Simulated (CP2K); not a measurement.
Two runs for the S L₂,₃ edge of mercaptoacetylene. Run A: CP2K XAS_TDP, all-electron GAPW, PBEh(45%), aug-cc-pVTZ, TDA, ZORA, spin–orbit coupling. Run B differs in one setting.

First lines with a strength over 0.0003. A:

| atom | energy (eV) | states | strength, one atom |
| --- | --- | --- | --- |
| S3 (bonded to C and H) | 162.19 | 1 | 0.0057 |
|  | 163.27 | 1 | 0.0017 |
|  | 163.69 | 1 | 0.0017 |
|  | 163.91 | 1 | 0.0009 |
|  | 164.22 | 1 | 0.0039 |

B:

| atom | energy (eV) | states | strength, one atom |
| --- | --- | --- | --- |
| S3 (bonded to C and H) | 164.46 | 1 | 0.0057 |
|  | 165.56 | 1 | 0.0019 |
|  | 165.93 | 1 | 0.0011 |
|  | 166.21 | 1 | 0.0008 |
|  | 166.48 | 1 | 0.0033 |

Which was it: the functional, the basis, GW2X switched on?

GW2X switched on. GW2X shifts the lines nearly together; each 2p level gets its own shift. The lowest line over the strength cut lies at 164.46 eV, against 162.19 eV (PBEh(45%), aug-cc-pVTZ).

[Hosts, paths, dates, database ids (printed as entryN), source tags and the programs' standing remarks are cut or masked in the printed files.]
